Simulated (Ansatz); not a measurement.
# Electron scattering at the Σ9 (114) boundary in bcc Nb, starting shift (0, 0.5), part 3 of 3

Aim: the relaxed structure and the specific resistance of the Σ9 (114) boundary in bcc Nb, starting shift (0, 0.5).

Ansatz 0.2.0; Ansatz plane-wave DFT, PBE, PAW files; relaxation of a bicrystal slab with its lowest layers held; PAW set soft_1 (the session's first sound run).

So far. Step 3 (Transmission across the boundary): Over the solved energies the transmission per spin lies between 2.49 and 2.89, out of 5.68 channels of the lead on average (up to 6.23). Step 4 (Specific resistance): Averaged over the energies near the Fermi level, 47.2 % of the channels pass, which makes 0.588 fΩ m².

## Step 5: Single-crystal slab for reference

The free faces cost energy too. A single-crystal slab with the same faces and held layers is relaxed, so that they cancel.

This step: Ansatz plane-wave DFT, PBE, PAW files; relaxation of a single-crystal slab with its lowest layers held; PAW set soft_1 (Ansatz 0.2.0).

System of this step: Nb slab, plane (1, 1, 4). The cell holds 25 atoms: 25 Nb. Its edges and angles: a = 5.483 Å, b = 4.676 Å, c = 29.703 Å, α = 90.0°, β = 90.0°, γ = 64.8°. It derives from Nb. Vacuum lies along c.

input.yaml reads:

```yaml
crystal:
  lattice:
    - [5.4828782722, 0.0, 0.0]
    - [1.9937739172, 4.2294331709, 0.0]
    - [0.0, 0.0, 29.703257204]
  atoms:
    - { symbol: Nb, position: [0.6666666668, 0.6666666668, 0.1683317074] }
    - { symbol: Nb, position: [0.2222222224, 0.388888889, 0.1945679675] }
    - { symbol: Nb, position: [0.7777777779, 0.1111111113, 0.2208042277] }
    - { symbol: Nb, position: [0.3333333335, 0.8333333335, 0.2470404879] }
    - { symbol: Nb, position: [0.888888889, 0.5555555557, 0.273276748] }
    - { symbol: Nb, position: [0.4444444446, 0.2777777779, 0.2995130082] }
    - { symbol: Nb, position: [1.0e-10, 1.0e-10, 0.3257492683] }
    - { symbol: Nb, position: [0.5555555557, 0.7222222223, 0.3519855285] }
    - { symbol: Nb, position: [0.1111111112, 0.4444444445, 0.3782217886] }
    - { symbol: Nb, position: [0.6666666668, 0.1666666668, 0.4044580488] }
    - { symbol: Nb, position: [0.2222222223, 0.888888889, 0.4306943089] }
    - { symbol: Nb, position: [0.7777777779, 0.6111111112, 0.4569305691] }
    - { symbol: Nb, position: [0.3333333334, 0.3333333334, 0.4831668293] }
    - { symbol: Nb, position: [0.888888889, 0.0555555556, 0.5094030894] }
    - { symbol: Nb, position: [0.4444444445, 0.7777777778, 0.5356393496] }
    - { symbol: Nb, position: [1.0e-10, 0.5000000001, 0.5618756097] }
    - { symbol: Nb, position: [0.5555555556, 0.2222222223, 0.5881118699] }
    - { symbol: Nb, position: [0.1111111112, 0.9444444445, 0.61434813] }
    - { symbol: Nb, position: [0.6666666667, 0.6666666667, 0.6405843902] }
    - { symbol: Nb, position: [0.2222222223, 0.3888888889, 0.6668206504] }
    - { symbol: Nb, position: [0.7777777778, 0.1111111111, 0.6930569105] }
    - { symbol: Nb, position: [0.3333333334, 0.8333333334, 0.7192931707] }
    - { symbol: Nb, position: [0.8888888889, 0.5555555556, 0.7455294308] }
    - { symbol: Nb, position: [0.4444444445, 0.2777777778, 0.771765691] }
    - { symbol: Nb, position: [0.0, 0.0, 0.7980019511] }
kpoints:
  mp_grid: { grid: [6, 6, 1] }
hamiltonian:
  xc: pbe
  pseudopotentials: { kind: paw, azcp: { folder: soft_1 } }
scf:
  occupations: { method: fermi_dirac, width: 0.1 }
relax:
  f_tol: 0.03
  max_steps: 80
  constraints: [{ sites: [0, 1, 2, 3] }]
```

Started as:

```
ansatz run input.yaml --threads 4 --pin off --max-ram 15360MiB --backend cpu --events-out ev --progress --plain --runs-dir out
```

Numbers of over 12 decimals in the logs are rounded to 6 here.

The log of the run:

```text
Warning: crystal.symmetry: narrowed to the stabiliser of the relax constraints — unitary ops 4 → 2; lowered at sites 0, 1, 2, 3, 21, 22, 23, 24 (the operations that carried what is held of a site onto what its image site leaves free; the constrained walk keeps no symmetry that its constraints do not admit)
[...]
Crystal: 25 atoms, lattice volume = 688.803 Å³
Basis set: ecut = 420 eV, 13469 PW (Γ), exchange–correlation on 80×64×400 points (8 copies of the dense FFT grid, shifted against one another)
Bands: 195, of which v1, the nominal top of the filled ones, is band 163 counted from 1 (162 counted from 0)
Symmetry: 2 space group operations
k-points: 13 of 36 (time reversal used)
[...]
SCF iter   1: F=—  HF=-113824.072320 eV  |F-HF|=—  |Δ(HF+E_count)|=         —  Δρ=7.65e-2  dr2=7.19e2  ethr=3.10e-3  ⟨swp⟩=9.4  Hψ=12112  notcnv=0
[...]
SCF iter  10: F=-113800.909638 eV  HF=-113800.909640 eV  |F-HF|=1.26e-6  |Δ(HF+E_count)|=   1.58e-6  Δρ=7.91e-6  dr2=2.09e-6  ethr=6.92e-9  ⟨swp⟩=4.3  Hψ=7403  notcnv=0
SCF 1 converged in 10 iterations: F = -113800.909638 eV  dr2 = 2.09e-6
[...]
relax step   1: F+E_penalty+E_count = -113800.90963836 eV  Δ(F+E_penalty+E_count) = +0.000e0 eV  max|allowed force component| = 1.709e0 eV/Å  Δτ_max = 0.0000 Å  (10 SCF iters, dr2 threshold 2.25e-5 eV, accepted)
[...]
SCF iter   6: F=-113801.194639 eV  HF=-113801.194650 eV  |F-HF|=1.17e-5  |Δ(HF+E_count)|=   1.70e-5  Δρ=2.99e-5  dr2=2.12e-5  ethr=3.08e-8  ⟨swp⟩=3.0  Hψ=8791  notcnv=0
SCF 2 converged in 6 iterations: F = -113801.194639 eV  dr2 = 2.12e-5
relax step   2: F+E_penalty+E_count = -113801.19463870 eV  Δ(F+E_penalty+E_count) = -2.850e-1 eV  max|allowed force component| = 2.652e-1 eV/Å  Δτ_max = 0.1949 Å  (6 SCF iters, dr2 threshold 1.00e-4 eV, accepted)
[...]
SCF iter   6: F=-113801.210725 eV  HF=-113801.210726 eV  |F-HF|=1.38e-6  |Δ(HF+E_count)|=   2.93e-7  Δρ=1.15e-5  dr2=3.00e-6  ethr=1.35e-9  ⟨swp⟩=5.0  Hψ=9422  notcnv=0
SCF 3 converged in 6 iterations: F = -113801.210725 eV  dr2 = 3.00e-6
relax step   3: F+E_penalty+E_count = -113801.21072477 eV  Δ(F+E_penalty+E_count) = -1.609e-2 eV  max|allowed force component| = 1.300e-1 eV/Å  Δτ_max = 0.0556 Å  (6 SCF iters, dr2 threshold 4.40e-6 eV, accepted)
[...]
relax step   4: F+E_penalty+E_count = -113801.22288347 eV  Δ(F+E_penalty+E_count) = -1.216e-2 eV  max|allowed force component| = 1.073e-1 eV/Å  Δτ_max = 0.0601 Å  (6 SCF iters, dr2 threshold 1.06e-6 eV, accepted)
[...]
relax step   5: F+E_penalty+E_count = -113801.22928567 eV  Δ(F+E_penalty+E_count) = -6.402e-3 eV  max|allowed force component| = 5.302e-2 eV/Å  Δτ_max = 0.0776 Å  (6 SCF iters, dr2 threshold 2.77e-6 eV, accepted)
SCF iter   1: F=—  HF=-113801.233229 eV  |F-HF|=—  |Δ(HF+E_count)|=         —  Δρ=1.23e-3  dr2=1.51e-2  ethr=1.25e-4  ⟨swp⟩=2.5  Hψ=4333  notcnv=0  defer=1
[...]
SCF iter   7: F=-113801.230736 eV  HF=-113801.230736 eV  |F-HF|=3.04e-8  |Δ(HF+E_count)|=   2.28e-7  Δρ=2.20e-6  dr2=5.85e-8  ethr=3.08e-11  ⟨swp⟩=5.1  Hψ=9423  notcnv=0
SCF 6 converged in 7 iterations: F = -113801.230736 eV  dr2 = 5.85e-8
relax step   6: F+E_penalty+E_count = -113801.23073625 eV  Δ(F+E_penalty+E_count) = -1.451e-3 eV  max|allowed force component| = 2.514e-2 eV/Å  Δτ_max = 0.0371 Å  (7 SCF iters, accepted)
SCF converged after 7 iterations
Free energy (F): -113801.230736 eV
[...]
Internal energy: -113800.069426 eV  (E = F + TS)
E sigma→0 (E₀):  -113800.650081 eV
Entropy (-TS):   -1.161310 eV (-46.452 meV/atom)
Fermi energy:    10.548901 eV
[...]
--- Forces (eV/Å), atoms counted from 1 ---
  atom   1  Nb    -0.04477044     0.02110499     1.65856006
  atom   2  Nb    -0.11236337     0.05296860     0.12024506
  atom   3  Nb    -0.11458141     0.05401419    -0.98904957
  atom   4  Nb     0.27216694    -0.12830073    -0.78188266
  atom   5  Nb    -0.00063923     0.00030134    -0.00353806
  atom   6  Nb    -0.00054691     0.00025781    -0.00750166
  atom   7  Nb     0.00137677    -0.00064902    -0.00096030
  atom   8  Nb    -0.00235238     0.00110892    -0.00294842
  atom   9  Nb    -0.00515754     0.00243129    -0.00339800
  atom  10  Nb    -0.00340947     0.00160724    -0.00435229
  atom  11  Nb    -0.00342612     0.00161509    -0.00248854
  atom  12  Nb    -0.00849004     0.00400224     0.00104180
  atom  13  Nb    -0.00478177     0.00225415     0.00189206
  atom  14  Nb     0.00220302    -0.00103852     0.01276054
  atom  15  Nb     0.00675032    -0.00318213     0.00172061
  atom  16  Nb     0.00611131    -0.00288090     0.00356515
  atom  17  Nb     0.00825675    -0.00389227    -0.00034671
  atom  18  Nb     0.01023287    -0.00482382     0.00604766
  atom  19  Nb     0.00480778    -0.00226641     0.01459516
  atom  20  Nb     0.00155074    -0.00073103     0.00143702
  atom  21  Nb    -0.00773490     0.00364626    -0.01448681
  atom  22  Nb    -0.00529943     0.00249817    -0.01656686
  atom  23  Nb    -0.01648172     0.00776956    -0.00423918
  atom  24  Nb    -0.00859523     0.00405183     0.00937899
  atom  25  Nb     0.02513504    -0.01184877     0.00051797
  max |Σ_I F_I| component: 3.84e-5 eV/Å
--- Relaxed structure (6 steps of the walk, 6 accepted, 0 SCFs on fresh bases) ---
  F+E_penalty+E_count = -113801.23073625 eV   max|allowed force component| = 2.514e-2 eV/Å
  atoms:
    - { symbol: Nb, position: [0.666667, 0.666667, 0.16833170741] }
    - { symbol: Nb, position: [0.222222, 0.388889, 0.194568] }
    - { symbol: Nb, position: [0.777778, 0.111111, 0.220804] }
    - { symbol: Nb, position: [0.333333, 0.833333, 0.247040] }
    - { symbol: Nb, position: [0.883852, 0.558074, 0.270514] }
    - { symbol: Nb, position: [0.438095, 0.280953, 0.298377] }
    - { symbol: Nb, position: [-0.00311842, 0.00155921, 0.325252] }
    - { symbol: Nb, position: [0.558240, 0.720880, 0.351734] }
    - { symbol: Nb, position: [0.112204, 0.443898, 0.377366] }
    - { symbol: Nb, position: [0.665200, 0.167400, 0.404266] }
    - { symbol: Nb, position: [0.220016, 0.889992, 0.429923] }
    - { symbol: Nb, position: [0.773951, 0.613025, 0.456226] }
    - { symbol: Nb, position: [0.327738, 0.336131, 0.482970] }
    - { symbol: Nb, position: [0.882028, 0.058986, 0.509505] }
    - { symbol: Nb, position: [0.436628, 0.781686, 0.536044] }
    - { symbol: Nb, position: [-0.0077416, 0.503871, 0.561635] }
    - { symbol: Nb, position: [0.545802, 0.227099, 0.588707] }
    - { symbol: Nb, position: [0.099581, 0.950210, 0.613942] }
    - { symbol: Nb, position: [0.662722, 0.668639, 0.640588] }
    - { symbol: Nb, position: [0.225196, 0.387402, 0.667120] }
    - { symbol: Nb, position: [0.785760, 0.107120, 0.695069] }
    - { symbol: Nb, position: [0.342226, 0.828887, 0.719229] }
    - { symbol: Nb, position: [0.906505, 0.546748, 0.746362] }
    - { symbol: Nb, position: [0.471416, 0.264292, 0.769241] }
    - { symbol: Nb, position: [0.041035, -0.020517, 0.789942] }
```

The job ended after 5.8 min (4 threads of Arm Neoverse V1, shared host; peak memory 3 GiB).

Step by step:

| step | energy less that of the first step (eV) | largest force component (eV/Å) |
| --- | --- | --- |
| 1 | 0.0000 | 1.7093 |
| 2 | -0.2850 | 0.2652 |
| 3 | -0.3011 | 0.1300 |
| 4 | -0.3132 | 0.1073 |
| 5 | -0.3196 | 0.0530 |
| 6 | -0.3211 | 0.0251 |

The atoms that moved most (Å):

| atom | dx | dy | dz | length |
| --- | --- | --- | --- | --- |
| Nb25 | 0.184 | -0.087 | -0.239 | 0.314 |
| Nb24 | 0.121 | -0.057 | -0.075 | 0.153 |
| Nb23 | 0.079 | -0.037 | 0.025 | 0.091 |
| Nb5 | -0.023 | 0.011 | -0.082 | 0.086 |
| Nb21 | 0.036 | -0.017 | 0.060 | 0.072 |
| Nb18 | -0.052 | 0.024 | -0.012 | 0.058 |
| Nb17 | -0.044 | 0.021 | 0.018 | 0.052 |
| Nb6 | -0.028 | 0.013 | -0.034 | 0.046 |

The relaxed structure:

```
Nb
1.0
     5.48288    0.00000    0.00000
     1.99377    4.22943    0.00000
     0.00000    0.00000   29.70326
Nb
25
Direct
  0.66667 0.66667 0.16833
  0.22222 0.38889 0.19457
  0.77778 0.11111 0.22080
  0.33333 0.83333 0.24704
  0.88385 0.55807 0.27051
  0.43809 0.28095 0.29838
  0.99688 0.00156 0.32525
  0.55824 0.72088 0.35173
  0.11220 0.44390 0.37737
  0.66520 0.16740 0.40427
  0.22002 0.88999 0.42992
  0.77395 0.61302 0.45623
  0.32774 0.33613 0.48297
  0.88203 0.05899 0.50951
  0.43663 0.78169 0.53604
  0.99226 0.50387 0.56164
  0.54580 0.22710 0.58871
  0.09958 0.95021 0.61394
  0.66272 0.66864 0.64059
  0.22520 0.38740 0.66712
  0.78576 0.10712 0.69507
  0.34223 0.82889 0.71923
  0.90650 0.54675 0.74636
  0.47142 0.26429 0.76924
  0.04103 0.97948 0.78994
```

Numbers from this step:

```
free energy             : -113801.2307 eV
energy at zero smearing : -113800.6501 eV
Fermi energy            : 10.55 eV
```

The largest force component on a free atom ends at 0.025 eV/Å, under the tolerance of 0.03, after 6 steps.

## Step 6: Bulk reference

The perfect crystal gives the energy per atom, for the atoms by which bicrystal and slab differ.

This step: Ansatz plane-wave DFT, PBE, PAW files; bulk reference; PAW set soft_1 (Ansatz 0.2.0).

System of this step: Nb. Symmetry: Im-3m, No. 229, cubic system. Conventional cell: a = 3.306 Å, b = 3.306 Å, c = 3.306 Å, α = 90.00°, β = 90.00°, γ = 90.00°. Nearest to Nb lie 8 Nb at 2.86 Å.

input.yaml, the sections that differ from step 5:

```yaml
crystal:
  lattice:
    - [-1.65315, 1.65315, 1.65315]
    - [1.65315, -1.65315, 1.65315]
    - [1.65315, 1.65315, -1.65315]
  atoms:
    - { symbol: Nb, position: [0.0, 0.0, 0.0] }
kpoints:
  mp_grid: { grid: [18, 18, 18] }
# hamiltonian, scf: as in step 5
# relax: removed
```

The log of the run:

```text
[...]
Crystal: 1 atoms, lattice volume = 18.072 Å³
Basis set: ecut = 420 eV, 369 PW (Γ)
Bands: 11, of which v1, the nominal top of the filled ones, is band 7 counted from 1 (6 counted from 0)
Symmetry: 48 space group operations
[...]
k-points: 195 of 5832
[...]
SCF iter   1: F=—  HF=-4552.789131 eV  |F-HF|=—  |Δ(HF+E_count)|=         —  Δρ=7.76e-2  dr2=1.22e0  ethr=3.10e-3  ⟨swp⟩=5.0  Hψ=11646  notcnv=0
[...]
SCF iter   6: F=-4552.340375 eV  HF=-4552.340375 eV  |F-HF|=2.91e-9  |Δ(HF+E_count)|=   8.13e-9  Δρ=1.02e-5  dr2=6.31e-9  ethr=7.69e-10  ⟨swp⟩=2.0  Hψ=4193  notcnv=0
SCF 1 converged in 6 iterations: F = -4552.340375 eV  dr2 = 6.31e-9
[...]
SCF converged after 6 iterations
Free energy (F): -4552.340375 eV
[...]
Internal energy: -4552.291524 eV  (E = F + TS)
E sigma→0 (E₀):  -4552.315950 eV
Entropy (-TS):   -0.048851 eV (-48.851 meV/atom)
Fermi energy:    17.737132 eV
[...]
```

Elapsed: 0.54 s, on 4 threads; peak memory 0.29 GiB.

This step gave:

- free energy: -4552.3404 eV
- energy at zero smearing: -4552.3159 eV
- Fermi energy: 17.74 eV

## Step 7: Boundary energy

This step: Ansatz plane-wave DFT, PBE, PAW files; bicrystal less single-crystal slab less bulk atoms, a boundary area; PAW set soft_1 (Ansatz 0.2.0).

This step gave:

| Item | Value |
| --- | --- |
| excess energy of the cell | 1.917 eV |
| boundary energy | 1.324 J/m² |

The boundary costs 1.3 J/m².

By hand: 1.92 eV / 23.19 Å² × 16.02 = 1.32 J/m².

## Step 8: Results

| Quantity | Value |
| --- | --- |
| specific resistance of the boundary | 0.588 fΩ m² |
| share of channels that pass | 0.472 |
| boundary energy | 1.32 J/m² |

**Reading.** The boundary has a specific resistance of 0.59 fΩ m² and an energy of 1.3 J/m². The boundary reflects 53 % of the channels; 0.59 fΩ m² is 5.9×10⁻¹² Ω·cm². In the relaxation the upper grain slid sideways by about 0.3 Å, so the result belongs to the position that it found, not to the starting one. One starting structure was relaxed; another shift or atom count at the boundary may lie lower.

[Logs are printed without paths, hosts, clocks, repeated set-up lines and the standing remarks that a program may print on its own settings, such as how far it seeks lower states.]

[Hosts, paths, dates, database ids (printed as entryN), source tags and the programs' standing remarks are cut or masked in the printed files.]
